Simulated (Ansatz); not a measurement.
# Ti2Pt: relaxing a made-up structure

Starting from a made-up structure for Ti2Pt, the aim is the relaxed cell, its shortest contacts and, where a second run follows, its electronic structure.

Method: DFT, PBE, plane-wave PAW, files of the set soft_1, scalar-relativistic, no spin, cell and ions relaxed at zero pressure; PAW set soft_1, in Ansatz 0.2.0.

**1. Starting point**

Symmetry: Fm-3m, No. 225, cubic system. Conventional cell: a = 5.673 Å, b = 5.673 Å, c = 5.673 Å, α = 90.00°, β = 90.00°, γ = 90.00°. Nearest to Pt lie 8 Ti at 2.46 Å. Nearest to Ti lie 4 Pt at 2.46 Å. Farther neighbours are not listed.

**2. Relaxing cell and atoms**

The guessed cell has no reason to be at equilibrium. It is relaxed with the atoms, within the space group of the guess.

File input.yaml:

```yaml
crystal:
  lattice:
    - [0.0, 2.8365, 2.8365]
    - [2.8365, 0.0, 2.8365]
    - [2.8365, 2.8365, 0.0]
  atoms:
    - { symbol: Pt, position: [0.0, 0.0, 0.0] }
    - { symbol: Ti, position: [0.75, 0.75, 0.75] }
    - { symbol: Ti, position: [0.25, 0.25, 0.25] }
kpoints:
  mp_grid: { grid: [8, 8, 8] }
scf:
  occupations: { method: fermi_dirac, width: 0.05 }
hamiltonian:
  xc: pbe
  pseudopotentials: { kind: paw, azcp: { folder: soft_1 } }
relax:
  f_tol: 0.015
  max_steps: 70
  cell: {}
output:
  forces: true
  stress: true
```

Run with:

```console
$ ansatz run input.yaml --threads 4 --pin off --max-ram 8192MiB --backend cpu --events-out ev --progress --plain --runs-dir out
```

Numbers of over 12 decimals in the logs are rounded to 6 here.

Log:

```text
Engine: ansatz 0.2.0, x86_64-unknown-linux-gnu
Pseudopotentials: kind: paw
Pseudopotential: Pt, paw, valence charge 18, recommended cutoff 420 eV (normal), soft_1/Pt.paw.azcp
Pseudopotential: Ti, paw, valence charge 12, recommended cutoff 420 eV (normal), soft_1/Ti.paw.azcp
Functional definition: PBE
  parameter kappa = 0.804
  parameter beta = 0.066725
  exchange = pbe_x(kappa = kappa, mu = beta*pi^2/3)
  correlation = pbe_c(beta = beta)
Crystal: 3 atoms, lattice volume = 45.643 Å³
Basis set: ecut = 420 eV, 893 PW (Γ), exchange–correlation on 54×54×54 points (8 copies of the dense FFT grid, shifted against one another)
Bands: 26, of which v1, the nominal top of the filled ones, is band 21 counted from 1 (20 counted from 0)
Symmetry: 48 space group operations
Space group: Fm-3m (ITA 225), of the structure as read, at distance tolerance 3.6e-5 Å
k-points: 29 of 512
Non-local potential: Pt, projectors of the file, l = 0: 3, l = 1: 2, l = 2: 2, l = 3: 1
Non-local potential: Ti, projectors of the file, l = 0: 3, l = 1: 2, l = 2: 3, l = 3: 1
PAW form: soft (Blöchl's): semilocal exchange-correlation on the pseudo side does not see the compensation charge
PAW one-centre angular grid: Pt, 590 points (default); XC on 64 Gauss nodes
PAW one-centre angular grid: Ti, 590 points (default); XC on 64 Gauss nodes
Initial density: superposition of atomic densities (chi_scale 0.1, normalization cell, long waves kept (reshape's long-wave potential 0.00 eV rms))
Initial wavefunctions: pseudopotential atomic-orbital guess
Functional: x = pbe(κ = 0.804, μ = 0.219515), c = pbe(β = 0.066725)
SCF iter   1: F=—  HF=-17530.279071 eV  |F-HF|=—  |Δ(HF+E_count)|=         —  Δρ=2.50e-1  dr2=4.57e1  ethr=3.10e-3  ⟨swp⟩=3.9  Hψ=2560  notcnv=0
preconditioner: auto → Kerker (q_TF=auto, 2.691 Å⁻¹)  [metal: Δε(μ)=0.037 eV  Ē_g=4.217 eV  σ=0.050 eV  W_gap=0.18  n_scr=14 (ndim 8)  ℏωp=23.3 eV  f_vac=0.000  D(μ)=2.88/eV (n_scr^D=26)]
SCF iter   2: F=—  HF=-17525.046397 eV  |F-HF|=—  |Δ(HF+E_count)|=    5.23e0  Δρ=1.06e-1  dr2=8.18e0  ethr=3.10e-3  ⟨swp⟩=2.7  Hψ=1684  notcnv=0  defer=4
SCF iter   3: F=—  HF=-17523.919916 eV  |F-HF|=—  |Δ(HF+E_count)|=    1.13e0  Δρ=1.93e-2  dr2=2.06e-1  ethr=3.10e-3  ⟨swp⟩=2.1  Hψ=1383  notcnv=0
SCF iter   4: F=—  HF=-17523.894840 eV  |F-HF|=—  |Δ(HF+E_count)|=   2.51e-2  Δρ=5.58e-3  dr2=1.26e-2  ethr=4.91e-4  ⟨swp⟩=2.1  Hψ=1337  notcnv=0
SCF iter   5: F=—  HF=-17523.892662 eV  |F-HF|=—  |Δ(HF+E_count)|=   2.18e-3  Δρ=1.76e-3  dr2=1.73e-3  ethr=2.99e-5  ⟨swp⟩=2.9  Hψ=1397  notcnv=0
SCF iter   6: F=—  HF=-17523.892572 eV  |F-HF|=—  |Δ(HF+E_count)|=   8.97e-5  Δρ=5.13e-4  dr2=2.22e-4  ethr=4.12e-6  ⟨swp⟩=2.0  Hψ=971  notcnv=0
SCF iter   7: F=—  HF=-17523.892564 eV  |F-HF|=—  |Δ(HF+E_count)|=   8.35e-6  Δρ=1.10e-4  dr2=7.82e-6  ethr=5.29e-7  ⟨swp⟩=2.0  Hψ=903  notcnv=0
SCF iter   8: F=—  HF=-17523.892561 eV  |F-HF|=—  |Δ(HF+E_count)|=   3.01e-6  Δρ=2.65e-5  dr2=5.15e-7  ethr=1.86e-8  ⟨swp⟩=2.0  Hψ=1005  notcnv=0
SCF iter   9: F=-17523.892561 eV  HF=-17523.892561 eV  |F-HF|=4.96e-8  |Δ(HF+E_count)|=   3.11e-8  Δρ=9.00e-6  dr2=5.71e-8  ethr=2.38e-10  ⟨swp⟩=4.0  Hψ=2364  notcnv=0
SCF 1 converged in 9 iterations: F = -17523.892561 eV  dr2 = 5.71e-8
  greatest PAW one-centre occupation: 1.000 electrons in one spin orbital (limit 2), on the Pt atom at site 0 (counted from 0), in its partial waves of l = 0
relax step   1: F+E_penalty+E_count = -17523.89256073 eV  Δ(F+E_penalty+E_count) = +0.000e0 eV  max|allowed force component| = 2.159e-17 eV/Å  Δτ_max = 0.0000 Å  P = +49.241 GPa  Ω = 45.643 Å³  (9 SCF iters, dr2 threshold 1.00e-7 eV, accepted)
Crystal: 3 atoms, lattice volume = 52.650 Å³
Basis set: ecut = 420 eV, 965 PW (Γ), exchange–correlation on 54×54×54 points (8 copies of the dense FFT grid, shifted against one another)
Initial density: handed on by an earlier stage of this run
Initial wavefunctions: those handed on with the density
iter 1 solved again at ethr=2.27e-3 eV; its pass at ethr=3.10e-3 eV (dr2=9.54e-1 eV) is discarded
SCF iter   1: F=—  HF=-17525.337525 eV  |F-HF|=—  |Δ(HF+E_count)|=         —  Δρ=3.17e-2  dr2=9.56e-1  ethr=2.27e-3  ⟨swp⟩=1.0  Hψ=4387  notcnv=0
preconditioner: auto → Kerker (q_TF=auto, 2.627 Å⁻¹)  [metal: Δε(μ)=0.062 eV  Ē_g=5.066 eV  σ=0.050 eV  W_gap=0.30  n_scr=14 (ndim 8)  ℏωp=21.7 eV  f_vac=0.005  D(μ)=2.42/eV (n_scr^D=14)]
SCF iter   2: F=—  HF=-17525.208074 eV  |F-HF|=—  |Δ(HF+E_count)|=   1.29e-1  Δρ=1.30e-2  dr2=1.58e-1  ethr=2.27e-3  ⟨swp⟩=2.0  Hψ=1058  notcnv=0
SCF iter   3: F=—  HF=-17525.182540 eV  |F-HF|=—  |Δ(HF+E_count)|=   2.55e-2  Δρ=2.94e-3  dr2=3.16e-3  ethr=3.75e-4  ⟨swp⟩=2.0  Hψ=1140  notcnv=0
SCF iter   4: F=—  HF=-17525.182005 eV  |F-HF|=—  |Δ(HF+E_count)|=   5.35e-4  Δρ=4.57e-4  dr2=1.58e-4  ethr=7.53e-6  ⟨swp⟩=2.0  Hψ=1419  notcnv=0
SCF iter   5: F=—  HF=-17525.182013 eV  |F-HF|=—  |Δ(HF+E_count)|=   7.49e-6  Δρ=1.36e-4  dr2=1.66e-5  ethr=3.75e-7  ⟨swp⟩=2.0  Hψ=977  notcnv=0
SCF iter   6: F=—  HF=-17525.182014 eV  |F-HF|=—  |Δ(HF+E_count)|=   1.34e-6  Δρ=4.83e-5  dr2=2.41e-6  ethr=3.95e-8  ⟨swp⟩=2.0  Hψ=952  notcnv=0
SCF iter   7: F=-17525.182015 eV  HF=-17525.182015 eV  |F-HF|=9.49e-8  |Δ(HF+E_count)|=   5.11e-7  Δρ=1.60e-5  dr2=2.53e-7  ethr=7.14e-10  ⟨swp⟩=3.0  Hψ=2935  notcnv=0
SCF 2 converged in 7 iterations: F = -17525.182015 eV  dr2 = 2.53e-7
relax step   2: F+E_penalty+E_count = -17525.18201473 eV  Δ(F+E_penalty+E_count) = -1.289e0 eV  max|allowed force component| = 4.009e-17 eV/Å  Δτ_max = 0.0000 Å  P = +13.672 GPa  Ω = 52.650 Å³  energy of the carried Pulay correction = -3.744e-3 eV  (7 SCF iters, dr2 threshold 3.00e-7 eV, accepted)
Crystal: 3 atoms, lattice volume = 55.944 Å³
Basis set: ecut = 420 eV, 1067 PW (Γ), exchange–correlation on 54×54×54 points (8 copies of the dense FFT grid, shifted against one another)
iter 1 solved again at ethr=4.20e-4 eV; its pass at ethr=3.10e-3 eV (dr2=1.77e-1 eV) is discarded
SCF iter   1: F=—  HF=-17525.376487 eV  |F-HF|=—  |Δ(HF+E_count)|=         —  Δρ=1.31e-2  dr2=1.77e-1  ethr=4.20e-4  ⟨swp⟩=1.0  Hψ=4162  notcnv=0
preconditioner: auto → Kerker (q_TF=auto, 2.601 Å⁻¹)  [metal: Δε(μ)=0.054 eV  Ē_g=4.582 eV  σ=0.050 eV  W_gap=0.26  n_scr=14 (ndim 8)  ℏωp=21.1 eV  f_vac=0.006  D(μ)=2.43/eV (n_scr^D=14)]
SCF iter   2: F=—  HF=-17525.353588 eV  |F-HF|=—  |Δ(HF+E_count)|=   2.29e-2  Δρ=5.15e-3  dr2=2.69e-2  ethr=4.20e-4  ⟨swp⟩=2.0  Hψ=1069  notcnv=0
SCF iter   3: F=—  HF=-17525.349592 eV  |F-HF|=—  |Δ(HF+E_count)|=   4.00e-3  Δρ=1.21e-3  dr2=5.90e-4  ethr=6.42e-5  ⟨swp⟩=2.0  Hψ=962  notcnv=0
SCF iter   4: F=—  HF=-17525.349508 eV  |F-HF|=—  |Δ(HF+E_count)|=   8.40e-5  Δρ=1.70e-4  dr2=2.22e-5  ethr=1.41e-6  ⟨swp⟩=2.0  Hψ=1330  notcnv=0
SCF iter   5: F=—  HF=-17525.349493 eV  |F-HF|=—  |Δ(HF+E_count)|=   1.51e-5  Δρ=5.98e-5  dr2=3.78e-6  ethr=5.29e-8  ⟨swp⟩=2.0  Hψ=952  notcnv=0
SCF iter   6: F=—  HF=-17525.349493 eV  |F-HF|=—  |Δ(HF+E_count)|=   3.78e-7  Δρ=2.16e-5  dr2=5.38e-7  ethr=8.99e-9  ⟨swp⟩=2.0  Hψ=963  notcnv=0
SCF iter   7: F=-17525.349493 eV  HF=-17525.349493 eV  |F-HF|=1.88e-8  |Δ(HF+E_count)|=   9.59e-8  Δρ=6.69e-6  dr2=4.13e-8  ethr=7.14e-10  ⟨swp⟩=4.0  Hψ=2354  notcnv=0
SCF 3 converged in 7 iterations: F = -17525.349493 eV  dr2 = 4.13e-8
relax step   3: F+E_penalty+E_count = -17525.34949331 eV  Δ(F+E_penalty+E_count) = -1.675e-1 eV  max|allowed force component| = 3.392e-17 eV/Å  Δτ_max = 0.0000 Å  P = +3.271 GPa  Ω = 55.944 Å³  energy of the carried Pulay correction = -5.327e-3 eV  (7 SCF iters, dr2 threshold 3.00e-7 eV, accepted)
[...]
relax step   4: F+E_penalty+E_count = -17525.36143615 eV  Δ(F+E_penalty+E_count) = -1.194e-2 eV  max|allowed force component| = 3.547e-17 eV/Å  Δτ_max = 0.0000 Å  P = -0.289 GPa  Ω = 57.327 Å³  energy of the carried Pulay correction = -5.962e-3 eV  (6 SCF iters, dr2 threshold 3.00e-7 eV, accepted)
[...]
relax step   5: F+E_penalty+E_count = -17525.36159603 eV  Δ(F+E_penalty+E_count) = -1.599e-4 eV  max|allowed force component| = 6.939e-17 eV/Å  Δτ_max = 0.0000 Å  P = -0.001 GPa  Ω = 57.209 Å³  energy of the carried Pulay correction = -5.908e-3 eV  (6 SCF iters, dr2 threshold 2.08e-7 eV, accepted)
[...]
relax step   6: F+E_penalty+E_count = -17525.36709830 eV  Δ(F+E_penalty+E_count) = -5.502e-3 eV  max|allowed force component| = 5.397e-17 eV/Å  Δτ_max = 0.0000 Å  P = +0.125 GPa  Ω = 57.209 Å³  stress off target by 1.25e-1 GPa  SCF on the basis re-selected at this cell (its energy is not comparable with the rows above)  (8 SCF iters)
[...]
relax step   7: F+E_penalty+E_count = -17525.36710151 eV  Δ(F+E_penalty+E_count) = -3.211e-6 eV  max|allowed force component| = 7.247e-17 eV/Å  Δτ_max = 0.0000 Å  P = +0.004 GPa  Ω = 57.260 Å³  energy of the carried Pulay correction = -1.722e-5 eV  (6 SCF iters, dr2 threshold 3.89e-8 eV, accepted)
iter 1 solved again at ethr=5.33e-8 eV; its pass at ethr=3.10e-3 eV (dr2=2.24e-5 eV) is discarded
SCF iter   1: F=—  HF=-17525.367095 eV  |F-HF|=—  |Δ(HF+E_count)|=         —  Δρ=9.56e-7  dr2=6.99e-10  ethr=5.33e-8  ⟨swp⟩=3.4  Hψ=4560  notcnv=0
eigensolver tolerance schedule: the retry pair's looser diagonalisation over-reported the residual by 32006.87 of it (diagonalisation noise at 1.22 of the residual, at the tolerance the schedule requests for it); recorded, not acted on — ethr = c·dr2/N_el stays at c = 1.0e-1
preconditioner: auto → Kerker (q_TF=auto, 2.591 Å⁻¹)  [metal: Δε(μ)=0.081 eV  Ē_g=4.343 eV  σ=0.050 eV  W_gap=0.35  n_scr=14 (ndim 8)  ℏωp=20.8 eV  f_vac=0.005  D(μ)=2.47/eV (n_scr^D=14)]
SCF iter   2: F=—  HF=-17525.367105 eV  |F-HF|=—  |Δ(HF+E_count)|=   1.00e-5  Δρ=5.48e-7  dr2=1.64e-10  ethr=1.66e-12  ⟨swp⟩=3.4  Hψ=1910  notcnv=0
SCF iter   3: F=—  HF=-17525.367105 eV  |F-HF|=—  |Δ(HF+E_count)|=  2.18e-11  Δρ=3.23e-7  dr2=6.20e-11  ethr=1.00e-12  ⟨swp⟩=1.0  Hψ=754  notcnv=0
iter 4 did not close the SCF: its close was put off for the readings that it lacked (scf_convergence_deferred on its scf_iter line)
SCF iter   4: F=-17525.367105 eV  HF=-17525.367105 eV  |F-HF|=7.28e-12  |Δ(HF+E_count)|=  2.91e-11  Δρ=1.36e-7  dr2=1.59e-11  ethr=1.00e-12  ⟨swp⟩=1.0  Hψ=755  notcnv=0
iter 5 did not close the SCF: its close was put off for the readings that it lacked (scf_convergence_deferred on its scf_iter line)
SCF iter   5: F=-17525.367105 eV  HF=-17525.367105 eV  |F-HF|=0.00e0  |Δ(HF+E_count)|=    0.00e0  Δρ=1.08e-7  dr2=6.27e-12  ethr=1.00e-12  ⟨swp⟩=1.0  Hψ=754  notcnv=0
iter 6 did not close the SCF: its close was put off for the readings that it lacked (scf_convergence_deferred on its scf_iter line)
SCF iter   6: F=-17525.367105 eV  HF=-17525.367105 eV  |F-HF|=7.28e-12  |Δ(HF+E_count)|=    0.00e0  Δρ=5.25e-8  dr2=1.71e-12  ethr=1.00e-12  ⟨swp⟩=1.0  Hψ=754  notcnv=0
iter 7 did not close the SCF: its close was put off for the readings that it lacked (scf_convergence_deferred on its scf_iter line)
SCF iter   7: F=-17525.367105 eV  HF=-17525.367105 eV  |F-HF|=3.64e-12  |Δ(HF+E_count)|=  3.64e-12  Δρ=3.05e-8  dr2=5.79e-13  ethr=1.00e-12  ⟨swp⟩=1.0  Hψ=754  notcnv=0
SCF iter   8: F=-17525.367105 eV  HF=-17525.367105 eV  |F-HF|=3.64e-12  |Δ(HF+E_count)|=    0.00e0  Δρ=1.19e-8  dr2=9.13e-14  ethr=1.00e-12  ⟨swp⟩=3.0  Hψ=2368  notcnv=0
SCF 8 converged in 8 iterations: F = -17525.367105 eV  dr2 = 9.13e-14
relax step   8: F+E_penalty+E_count = -17525.36710503 eV  Δ(F+E_penalty+E_count) = -3.516e-6 eV  max|allowed force component| = 3.123e-17 eV/Å  Δτ_max = 0.0000 Å  P = +0.004 GPa  Ω = 57.260 Å³  stress off target by 3.63e-3 GPa  SCF on the basis re-selected at this cell (its energy is not comparable with the rows above)  (8 SCF iters)
basis re-selected at this cell: Δ(F+E_penalty+E_count) = -3.516e-6 eV, ΔP = -0.000 GPa vs the last step (what re-selecting the basis moved, of the pressure what is left beyond the Pulay correction that the steps carried, after the strain that the cell walked since its last selection, with what the two solves' SCF thresholds leave and, on support functions, any second-order correction that the steps lacked; it is no m [...]
SCF converged after 8 iterations
Free energy (F): -17525.367105 eV
Harris-Foulkes:  -17525.367105 eV  (|F-HF|=3.64e-12)
Internal energy: -17525.344965 eV  (E = F + TS)
E sigma→0 (E₀):  -17525.356035 eV
Entropy (-TS):   -0.022140 eV (-7.380 meV/atom)
Fermi energy:    14.140113 eV
--- Per-component energies (eV) ---
  E_band       = -621.359890
  E_kinetic    = 1154.906084
  E_local      = -4097.026444  (includes V_loc(G=0)·N_el)
  E_nonlocal   = 322.676114
  E_hartree    = 1612.911576
  E_xc         = -464.598181
  E_vxc        = -562.194844  (∫ρ·V_xc dr)
  E_paw        = -11567.678344  (= ΣΔE_a)
  E_vpaw       = -665.544924  (= ΣTr[D̂ρ^β])
  E_aug_tail   = 0.000958  (compensation charges beyond the density's cutoff)
  E_ewald      = -4486.536728
  E_smearing   = -0.022140  (= −TS)
  E_closure    = -0.000000  (closes the sum)
  Σ components = -17525.367105   (vs F -17525.367105, Δ=0.00e0)
--- Forces (eV/Å), atoms counted from 1 ---
  atom   1  Pt    -0.00000000     0.00000000     0.00000000
  atom   2  Ti     0.00000000    -0.00000000    -0.00000000
  atom   3  Ti    -0.00000000     0.00000000     0.00000000
  max |Σ_I F_I| component: 2.43e-17 eV/Å
--- Stress (GPa, compression-positive) ---
        0.003626      -0.000000      -0.000000
       -0.000000       0.003626      -0.000000
       -0.000000      -0.000000       0.003626
  P = ⅓ Tr σ = 0.0036 GPa (0.036 kbar)
--- Relaxed structure (6 steps of the walk, 6 accepted, 2 SCFs on fresh bases) ---
  F+E_penalty+E_count = -17525.36710503 eV   max|allowed force component| = 3.123e-17 eV/Å   (the final SCF, on the basis selected at the relaxed cell)
  cell:  # Å, volume = 57.2602 Å³
    - [0, 3.059199, 3.059199]
    - [3.059199, 0, 3.059199]
    - [3.059199, 3.059199, 0]
  atoms:
    - { symbol: Pt, position: [0, 0, 0] }
    - { symbol: Ti, position: [0.75, 0.75, 0.75] }
    - { symbol: Ti, position: [0.25, 0.25, 0.25] }
```

The job ended after 3.5 s (4 threads of Intel Xeon 6975P-C (Granite Rapids), shared host; peak memory 0.45 GiB; 9.3 s of CPU time).

Step by step:

| step | energy less that of the first step (eV) | largest force component (eV/Å) | pressure (GPa) | volume (Å³) |
| --- | --- | --- | --- | --- |
| 1 | 0.0000 | 0.0000 | 49.24 | 45.64 |
| 2 | -1.2895 | 0.0000 | 13.67 | 52.65 |
| 3 | -1.4569 | 0.0000 | 3.27 | 55.94 |
| 4 | -1.4689 | 0.0000 | -0.29 | 57.33 |
| 5 | -1.4690 | 0.0000 | 0.00 | 57.21 |
| 6* | -1.4745 | 0.0000 | 0.12 | 57.21 |
| 7 | -1.4745 | 0.0000 | 0.00 | 57.26 |
| 8* | -1.4745 | 0.0000 | 0.00 | 57.26 |

Relaxation steps marked * repeat the geometry before them on a plane-wave basis chosen anew for their cell, so energy and pressure can jump there.

Forces are held to the 48 operations that the run works with; a distortion that breaks them can't arise in this run.

| conventional cell, symmetrised | before | after | change |
| --- | --- | --- | --- |
| a (Å) | 5.673 | 6.118 | +7.9 % |
| b (Å) | 5.673 | 6.118 | +7.9 % |
| c (Å) | 5.673 | 6.118 | +7.9 % |
| volume (Å³/atom) | 15.21 | 19.09 | +25.5 % |

The relaxed structure:

```xyz
3
Lattice="0.0000 3.0592 3.0592 3.0592 0.0000 3.0592 3.0592 3.0592 0.0000" Properties=species:S:1:pos:R:3 pbc="T T T"
Pt    0.0000    0.0000    0.0000
Ti    4.5888    4.5888    4.5888
Ti    1.5296    1.5296    1.5296
```

Numbers from this step:

- free energy: -17525.3671 eV
- energy at zero smearing: -17525.3560 eV
- smearing term TS: 0.02214 eV
- Fermi energy: 14.14 eV
- electrons: 42
- symmetry operations: 48
- pressure: 0.003626 GPa

Shortest distances by pair of elements, guess and relaxed (not always the same contact):

```csv
pair,guess (Å),relaxed (Å)
Pt–Ti,2.456,2.649
Ti–Ti,2.836,3.059
Pt–Pt,4.011,4.326
```

The relaxation ends with a pressure of 0.00 GPa.

**3. Results**

```yaml
space_group_relaxed: Fm-3m
conventional_cell: a = 6.118, b = 6.118, c = 6.118 Å; α = 90.0°, β = 90.0°, γ = 90.0°
volume_per_atom: 19.09 Å³ (guess 15.21)
```

Ti2Pt relaxes to Fm-3m with a = 6.118, b = 6.118 and c = 6.118 Å. The guessed volume was 20 % too small. The space group Fm-3m was held in the relaxation, so the end point is a stationary structure within it and may be a saddle against distortions or other arrangements. Mesh and cutoff weren't tested. Spin-orbit coupling is left out, which can matter for elements this heavy. No dispersion term is used, so weakly bound directions may come out too long. The runs have no spin, and magnetism wasn't tested. Nothing here tests whether the compound is stable against decomposition.

[Logs are printed without paths, hosts, clocks, repeated set-up lines and the standing remarks that a program may print on its own settings, such as how far it seeks lower states.]

[Hosts, paths, dates, database ids (printed as entryN), source tags and the programs' standing remarks are cut or masked in the printed files.]
